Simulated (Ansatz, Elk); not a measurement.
# NaZr2H2: X-ray structure factors from the self-consistent density

The structure of NaZr2H2 used here is made up (a known structure type with other elements) and was relaxed beforehand with PBEsol. The aim is the Fourier transform of its all-electron density, F(hkl), set beside the sum over free spherical atoms that refinements use.

Program: Elk 11.2.3 (patched build). Level of theory: DFT, PBE, all-electron APW+lo, Dirac cores, scalar-relativistic bands, static density, no spin. Results are calculated unless marked as measured.

The structure was built from a prototype and need not be the compound's stable phase.

**1. The structure**

It takes space group I4/mmm (No. 139, tetragonal). Conventional cell: a = 3.854 Å, b = 3.854 Å, c = 10.833 Å, α = 90.00°, β = 90.00°, γ = 90.00°. Nearest to Zr lie 4 H at 2.04 Å and 4 Zr at 3.04 Å and 5 Na at 3.38 to 3.40 Å. Na has 8 H at 3.32 Å and 10 Zr at 3.38 to 3.40 Å nearest. H has 4 Zr at 2.04 Å nearest. Farther neighbours are not listed.

**2. Ground state and structure factors**

An all-electron density is needed, since X-rays see the cores too. Task 0 finds the density and task 195 Fourier-transforms it; tshift is off so that phases refer to the origin typed.

Input file elk.in:

```
tasks
  0
  195

xctype
  20

spinpol
  .false.

rgkmax
  7.0

gmaxvr
  14.0

lmaxo
  7

lmaxapw
  8

swidth
  0.002

tshift
  .false.

ramdisk
  .false.

hmaxvr
  5.5

maxscl
  120

epspot
  1e-06

sppath
  './'

avec
  -3.64179670640 3.64179670640 10.23562067014
  3.64179670640 -3.64179670640 10.23562067014
  3.64179670640 3.64179670640 -10.23562067014

atoms
  3
  'Zr.in'
  2
  0.3117437820 0.3117437820 -0.0000000000   0.000000 0.000000 0.000000
  0.6882562180 0.6882562180 0.0000000000   0.000000 0.000000 0.000000
  'Na.in'
  1
  0.0000000000 0.0000000000 0.0000000000   0.000000 0.000000 0.000000
  'H.in'
  2
  0.2500000000 0.7500000000 0.5000000000   0.000000 0.000000 0.000000
  0.7500000000 0.2500000000 0.5000000000   0.000000 0.000000 0.000000

ngridk
  8 8 8
```

Command:

```bash
OMP_NUM_THREADS=4 elk
```

Numbers of over 12 decimals in the logs are rounded to 6 here.

The log of the run:

```text
┌─────────────────────────┐
│ Elk code version 11.2.3 │
└─────────────────────────┘

All units are atomic (Hartree, Bohr, etc.)

┌─────────────────────────────────────────────────┐
│ Ground-state run starting from atomic densities │
└─────────────────────────────────────────────────┘

Lattice vectors :
  -3.641796706       3.641796706       10.23562067
   3.641796706      -3.641796706       10.23562067
   3.641796706       3.641796706      -10.23562067

Reciprocal lattice vectors :
 -0.1448522669E-16  0.8626491007      0.3069274209
  0.8626491007     -0.1448522669E-16  0.3069274209
  0.8626491007      0.8626491007     -0.6179759060E-17

Unit cell volume      :    543.0071793
Brillouin zone volume :   0.4568083497

Muffin-tin inner radius fraction :   0.1000000000E-01

Nuclei treated as point charges

Species : 1 (Zr)
 parameters loaded from : Zr.in
 name : zirconium
 nuclear charge    :   -40.00000000
 electronic charge :    40.00000000
 atomic mass :    166291.1793
 muffin-tin radius :    2.473189562
 number of radial points in muffin-tin :   1193
 inner part over the whole radius :   0.9979410946E-02
 number on inner part of muffin-tin    :    847
 approximate nuclear radius :   0.8202877663E-04
 number of mesh points to nuclear radius :    418
 atomic positions (lattice), magnetic fields (Cartesian) :
  1 :   0.31174378  0.31174378  0.00000000    0.00000000  0.00000000  0.00000000
  2 :  -0.31174378 -0.31174378  0.00000000    0.00000000  0.00000000  0.00000000

Species : 2 (Na)
 parameters loaded from : Na.in
 name : sodium
 nuclear charge    :   -11.00000000
 electronic charge :    11.00000000
 atomic mass :    41907.78703
 muffin-tin radius :    2.200000000
 number of radial points in muffin-tin :    793
 inner part over the whole radius :   0.9883648912E-02
 number on inner part of muffin-tin    :    551
 approximate nuclear radius :   0.5574345702E-04
 number of mesh points to nuclear radius :    238
 atomic positions (lattice), magnetic fields (Cartesian) :
  1 :   0.00000000  0.00000000  0.00000000    0.00000000  0.00000000  0.00000000

Species : 3 (H)
 parameters loaded from : H.in
 name : hydrogen
 nuclear charge    :   -1.000000000
 electronic charge :    1.000000000
 atomic mass :    1837.362221
 muffin-tin radius :    1.331717456
 number of radial points in muffin-tin :    393
 inner part over the whole radius :   0.9874122538E-02
 number on inner part of muffin-tin    :    258
 approximate nuclear radius :   0.2766748019E-04
 number of mesh points to nuclear radius :     78
 atomic positions (lattice), magnetic fields (Cartesian) :
  1 :   0.25000000 -0.25000000  0.50000000    0.00000000  0.00000000  0.00000000
  2 :  -0.25000000  0.25000000  0.50000000    0.00000000  0.00000000  0.00000000

Total number of atoms per unit cell :    5
Total muffin-tin volume :    191.1214181
 ratio of muffin-tin to unit cell volume :   0.3519684920

Spin treatment :
 spin-unpolarised

Number of Bravais lattice symmetries :   16
Number of crystal symmetries         :   16
Crystal has inversion symmetry
Real symmetric eigensolver will be used

k-point grid :      8     8     8
k-point offset :    0.000000000       0.000000000       0.000000000
k-point set is reduced with full crystal symmetry group
Total number of k-points :       59

Muffin-tin radius times maximum |G+k| :    7.000000000
 using average radius
Maximum |G+k| for APW functions       :    3.567855606
Maximum (1/2)|G+k|²                   :    6.364796811
Maximum |G| for potential and density :    14.00000000
Constant for pseudocharge density :    9
 order of it for each species :   16  16  16
 order of it for pair densities of each species (exact exchange by exxq0 0: 17) :   15  12   4
Radial integration step length :    1

G-vector grid sizes :     54    54    54
Number of G-vectors :    25233

Maximum angular momentum used for
 APW functions            :    8
 outer part of muffin-tin :    7
 inner part of muffin-tin :    2

Total nuclear charge    :   -93.00000000
[...]
Estimated direct band gap   :   0.9986442509E-02
 at k-point 51

Charges :
 core                        :    58.00000000
 valence                     :    35.00000000
 interstitial                :    5.549634264
 muffin-tins (core leakage)
  species : 1 (Zr)
   atom 1                    :    37.74633103     (  0.7015979474E-05)
   atom 2                    :    37.74633103     (  0.7015979474E-05)
  species : 2 (Na)
   atom 1                    :    10.06167681     ( -0.9715865623E-07)
  species : 3 (H)
   atom 1                    :   0.9480134350     (   0.000000000    )
   atom 2                    :   0.9480134350     (   0.000000000    )
 total in muffin-tins        :    87.45036574
 total calculated charge     :    93.00059026
 total charge                :    93.00000000
 error                       :   0.5902630405E-03

RMS change in Kohn-Sham potential (target) :    52.73517937     (  0.1000000000E-05)
Absolute change in total energy (target)   :    1.007086577     (  0.1000000000E-03)

[... loops 3 to 20 left out ...]

┌──────────────────┐
│ Loop number : 21 │
└──────────────────┘

Energies :
 Fermi                       :     0.223179
 sum of occupied eigenvalues :     -4352.9932365803
 electron kinetic            :      7601.7059983991
 core electron kinetic       :      7413.6402329557
 Coulomb                     :     -14719.898286826
 Coulomb potential           :     -11637.185544002
 nuclear-nuclear             :     -745.19398209757
 electron-nuclear            :     -16325.929124634
 Hartree                     :      2351.2248199056
 Madelung                    :     -8901.3055148247
 xc potential                :     -317.51369097730
 exchange                    :     -239.28323654145
 correlation                 :     -4.550186
 electron entropic           :    -0.12567216023416E-02
 total energy                :     -7362.0269674555

Density of states at Fermi energy :    93.01867745
 (states/Hartree/unit cell)

Estimated indirect band gap :   0.5385282762E-03
 from k-point 53 to k-point 17
Estimated direct band gap   :   0.2620613452E-02
 at k-point 17

Charges :
 core                        :    58.00000000
 valence                     :    35.00000000
 interstitial                :    5.778668164
 muffin-tins (core leakage)
  species : 1 (Zr)
[...]
species : 2 (Na)
[...]
species : 3 (H)
   atom 1                    :   0.8240556168     (   0.000000000    )
   atom 2                    :   0.8240556168     (   0.000000000    )
 total in muffin-tins        :    87.22133184
 total calculated charge     :    93.00052534
 total charge                :    93.00000000
 error                       :   0.5253408682E-03

RMS change in Kohn-Sham potential (target) :   0.7504653605E-06 (  0.1000000000E-05)
Absolute change in total energy (target)   :   0.1714342034E-05 (  0.1000000000E-03)

Convergence targets achieved

┌──────────────────┐
│ Loop number : 22 │
└──────────────────┘

Energies :
 Fermi                       :     0.223179
 sum of occupied eigenvalues :     -4352.9932367088
 electron kinetic            :      7601.7059982029
 core electron kinetic       :      7413.6402327026
 Coulomb                     :     -14719.898286848
 Coulomb potential           :     -11637.185543721
 nuclear-nuclear             :     -745.19398209757
 electron-nuclear            :     -16325.929124962
 Hartree                     :      2351.2248202121
 Madelung                    :     -8901.3055149875
 xc potential                :     -317.51369119092
 exchange                    :     -239.28323654909
 correlation                 :     -4.550186
 electron entropic           :    -0.12567215791687E-02
 total energy                :     -7362.0269676814

Density of states at Fermi energy :    93.01867527
 (states/Hartree/unit cell)

Estimated indirect band gap :   0.5385285290E-03
 from k-point 53 to k-point 17
Estimated direct band gap   :   0.2620613268E-02
 at k-point 17

Charges :
 core                        :    58.00000000
 valence                     :    35.00000000
 interstitial                :    5.778668147
 muffin-tins (core leakage)
  species : 1 (Zr)
   atom 1                    :    37.72925515     (  0.6777674937E-05)
   atom 2                    :    37.72925515     (  0.6777674937E-05)
  species : 2 (Na)
   atom 1                    :    10.11471032     ( -0.9715865490E-07)
  species : 3 (H)
   atom 1                    :   0.8240556180     (   0.000000000    )
   atom 2                    :   0.8240556180     (   0.000000000    )
 total in muffin-tins        :    87.22133185
 total calculated charge     :    93.00052534
 total charge                :    93.00000000
 error                       :   0.5253408727E-03

┌──────────────────────────────┐
│ Self-consistent loop stopped │
└──────────────────────────────┘

Wrote STATE.OUT
```

Elapsed: 65 s, on 4 threads of Intel Xeon Platinum 8488C (Sapphire Rapids), shared host; peak memory 0.19 GiB; 3.3 min of CPU time.

SFACRHO.OUT:

```text

h k l indices transformed by vhmat matrix:
   1.000000000       0.000000000       0.000000000    
   0.000000000       1.000000000       0.000000000    
   0.000000000       0.000000000       1.000000000    

      h      k      l  multipl.   |H|            Re(F)            Im(F)           |F|

      0      0      0      1   0.0000000       93.000000      0.49089244E-15   93.000000    
     -1     -1      1      2  0.61385484      -44.769625      0.76082050E-14   44.769625    
      1      0      0      8  0.91562433      -16.758157      0.37531510E-14   16.758157    
      0      0      1      4   1.2199701       71.432309      0.58346531E-15   71.432309    
      2      2     -2      2   1.2277097       11.134616     -0.34289200E-14   11.134616    
      2      1     -2      8   1.2617462       66.719924      0.24564741E-13   66.719924    
      0     -2      1      8   1.3657030      -34.956751      0.73839934E-14   34.956751    
      1     -1     -1      4   1.7252982       65.620480     -0.29559357E-15   65.620480    
     -2     -2      1      8   1.7307796       7.5537549     -0.98383438E-18   7.5537549    
      2      3     -2      8   1.7604756      -45.819172     -0.47039492E-13   45.819172    
     -2      0      0      8   1.8312487      -33.503037      0.73930046E-14   33.503037    
     -3     -3      3      2   1.8415645       45.046470     -0.33646659E-13   45.046470    
     -2      1      0     16   1.9532081      -13.821870      0.14718239E-16   13.821870    
     -1     -3      1      8   2.1175280       8.1035760     -0.34812085E-16   8.1035760    
      0      3     -2     16   2.1374418       54.909331      0.22621933E-13   54.909331    
     -3     -3      4      8   2.2090013       42.574829     -0.30478478E-13   42.574829    
     -4     -3      4      8   2.3152065       27.042075     -0.41446561E-13   27.042075    
     -2      2      0      4   2.4399401       55.893859      0.16962269E-14   55.893859
```

Elk indexes on the primitive cell of elk.in and gives |H| = 4π sin θ/λ in inverse bohr. Below, one row stands for each form hkl of the conventional cell (m members, Friedel mates merged), F is for one primitive cell and the density is static (no thermal factor). Free-atom factors are Waasmaier and Kirfel's, and R is Σm||F|−|F'||/Σm|F|.

```
hkl   m  sin θ/λ (Å⁻¹)  abs F, DFT  neutral atoms   diff.
002   2          0.092      44.770         44.293  +0.476
101   8          0.138      16.758         16.801  -0.043
110   4          0.183      71.432         71.758  -0.326
004   2          0.185      11.135         10.826  +0.309
103   8          0.190      66.720         66.954  -0.235
112   8          0.205      34.957         35.239  -0.283
200   4          0.259      65.621         65.676  -0.055
114   8          0.260       7.554          7.910  -0.356
105   8          0.265      45.819         45.841  -0.022
202   8          0.275      33.503         33.461  +0.042
006   2          0.277      45.047         45.143  -0.097
211  16          0.294      13.822         13.721  +0.101
204   8          0.318       8.104          8.057  +0.046
213  16          0.321      54.909         54.827  +0.083
116   8          0.332      42.575         42.349  +0.226
107   8          0.348      27.042         27.085  -0.043
220   4          0.367      55.894         55.537  +0.357
008   2          0.369      42.946         42.907  +0.039
215  16          0.371      39.956         39.884  +0.072
222   8          0.378      29.448         29.190  +0.257
206   8          0.380      38.661         38.726  -0.065
301   8          0.392      12.434         12.459  -0.025
```

**3. The highest occupied states alone**

An energy window below the Fermi level keeps the highest occupied states, to see at which angles they scatter; shallow core shells can lie inside it and anion s states outside. No new self-consistency is needed.

elk.in, as its differences from that of step 2:

```diff
@@ -1,3 +1,2 @@
 tasks
-  0
   195
@@ -40,2 +39,5 @@
 
+wsfac
+  -0.217810 0.523180
+
 sppath
```

Command:

```bash
OMP_NUM_THREADS=4 elk
```

The log of the run:

```text
┌─────────────────────────────────┐
│ Elk code version 11.2.3 started │
└─────────────────────────────────┘

Info(readinput): the functional depends on the density's gradient
 muffin-tin radial points multiplied by    2.00000
 (not where nrmtscf is given)

┌────────────────────┐
│ Current task : 195 │
└────────────────────┘
Info(checkmt): changed muffin-tin radius of species 1 (Zr) from   2.6000 to   2.4732
Info(checkmt): changed muffin-tin radius of species 3 (H) from   1.4000 to   1.3317

Info(sfacrho): density structure factors written to SFACRHO.OUT

 Energy window :  -0.2178100000      0.5231800000

┌──────────────────┐
│ Elk code stopped │
└──────────────────┘
```

It took 9.4 s on 4 threads; peak memory 0.17 GiB; 12 s of CPU time.

States within 12 eV below the Fermi level hold 11.00 electrons; any levels below the window count with the cores. Their amplitudes can exceed the total, where window and core parts have opposite phase:

```
hkl  sin θ/λ (Å⁻¹)  abs F, window  abs F, all
002          0.092          4.760      44.770
101          0.138          0.673      16.758
110          0.183          0.349      71.432
004          0.185          1.371      11.135
103          0.190          0.616      66.720
112          0.205          0.687      34.957
200          0.259          1.007      65.621
114          0.260          0.930       7.554
105          0.265          0.248      45.819
202          0.275          0.797      33.503
```

**4. Another functional**

The difference from free atoms is small, so it is set against the change that PBEsol makes.

elk.in, as its differences from that of step 3:

```diff
@@ -1,2 +1,3 @@
 tasks
+  0
   195
@@ -4,3 +5,3 @@
 xctype
-  20
+  22
 
@@ -39,5 +40,2 @@
 
-wsfac
-  -0.217810 0.523180
-
 sppath
```

Command:

```bash
OMP_NUM_THREADS=4 elk
```

The log of the run:

```text
┌─────────────────────────┐
│ Elk code version 11.2.3 │
└─────────────────────────┘

All units are atomic (Hartree, Bohr, etc.)

┌─────────────────────────────────────────────────┐
│ Ground-state run starting from atomic densities │
└─────────────────────────────────────────────────┘

Lattice vectors :
  -3.641796706       3.641796706       10.23562067
   3.641796706      -3.641796706       10.23562067
   3.641796706       3.641796706      -10.23562067

Reciprocal lattice vectors :
 -0.1448522669E-16  0.8626491007      0.3069274209
[...]
atom 2                    :    37.73263168     (  0.6815313405E-05)
  species : 2 (Na)
   atom 1                    :    10.11203785     ( -0.9715865446E-07)
  species : 3 (H)
   atom 1                    :   0.8111341950     (   0.000000000    )
   atom 2                    :   0.8111341950     (   0.000000000    )
 total in muffin-tins        :    87.19956959
 total calculated charge     :    93.00051645
 total charge                :    93.00000000
 error                       :   0.5164465682E-03

┌──────────────────────────────┐
│ Self-consistent loop stopped │
└──────────────────────────────┘

Wrote STATE.OUT
[key lines of the parts left out:]
total energy                :     -7357.5710717188
```

Wall time 69 s (4 threads); peak memory 0.19 GiB; 3.6 min of CPU time.

Against the first run R = 0.03 %; the largest change is -0.039 at 200.

**5. Basis size**

The basis and the expansions that go with it are enlarged, to see whether the differences are converged.

elk.in, as its differences from that of step 4:

```diff
@@ -5,3 +5,3 @@
 xctype
-  22
+  20
 
@@ -11,12 +11,12 @@
 rgkmax
-  7.0
+  8.5
 
 gmaxvr
-  14.0
+  18.0
 
 lmaxo
-  7
+  9
 
 lmaxapw
-  8
+  10
```

Command:

```bash
OMP_NUM_THREADS=4 elk
```

The log of the run:

```text
┌─────────────────────────┐
│ Elk code version 11.2.3 │
└─────────────────────────┘

All units are atomic (Hartree, Bohr, etc.)

┌─────────────────────────────────────────────────┐
│ Ground-state run starting from atomic densities │
└─────────────────────────────────────────────────┘

Lattice vectors :
  -3.641796706       3.641796706       10.23562067
   3.641796706      -3.641796706       10.23562067
   3.641796706       3.641796706      -10.23562067

Reciprocal lattice vectors :
 -0.1448522669E-16  0.8626491007      0.3069274209
[...]
atom 2                    :    37.73002848     (  0.6777804423E-05)
  species : 2 (Na)
   atom 1                    :    10.11482723     ( -0.9715865534E-07)
  species : 3 (H)
   atom 1                    :   0.8248270111     (   0.000000000    )
   atom 2                    :   0.8248270111     (   0.000000000    )
 total in muffin-tins        :    87.22453821
 total calculated charge     :    93.00010989
 total charge                :    93.00000000
 error                       :   0.1098912668E-03

┌──────────────────────────────┐
│ Self-consistent loop stopped │
└──────────────────────────────┘

Wrote STATE.OUT
[key lines of the parts left out:]
total energy                :     -7362.0279214600
```

It took 2.8 min on 4 threads; peak memory 0.41 GiB; 8.9 min of CPU time.

Against the first run R = 0.00 %; the largest change is -0.006 at 330.

**6. Settings against the effect**

```
                              run  R against the first run (%)  R against neutral atoms, low angle (%)  wall time
                    PBE, rgkmax 7                         0.00                                    0.49       65 s
                           PBEsol                         0.03                                    0.48       69 s
rgkmax 8.5 with larger expansions                         0.00                                    0.49    2.8 min
```

**7. Outcome**

```
R against neutral atoms, sin θ/λ < 0.3 Å⁻¹ : 0.49 %
R against neutral atoms, 0.3 to 0.83 Å⁻¹   : 0.19 %
```

Independent neutral atoms miss the calculated amplitudes by R = 0.49 % below 0.3 Å⁻¹ and 0.19 % from there to 0.83 Å⁻¹; by shells, 0.58 % below 0.15 Å⁻¹ (2 forms), 0.48 % 0.15 to 0.3 (10 forms), 0.26 % 0.3 to 0.45 (18 forms), 0.18 % above 0.45 (114 forms). Bonding, aspherical density and the tables' own atoms all enter these figures, and the runs don't part them. The largest change of an amplitude is +0.48 electrons, at 002. The window's part falls from 11.0 electrons at the origin to at most 0.30 between 0.45 and 0.83 Å⁻¹. Below 0.3 Å⁻¹ the changes that finished (PBEsol and rgkmax 8.5 with larger expansions) move F by R = 0.03 % at most, against the 0.49 % that separates it from free atoms. The k-mesh has no finished test. Part of the difference isn't bonding: the tables are fits to free atoms and ions calculated by other methods than this functional. Thermal motion, anomalous dispersion and extinction are left out.

[Logs are printed without paths, hosts, clocks, repeated set-up lines and the standing remarks that a program may print on its own settings, such as how far it seeks lower states.]

[Hosts, paths, dates, database ids (printed as entryN), source tags and the programs' standing remarks are cut or masked in the printed files.]
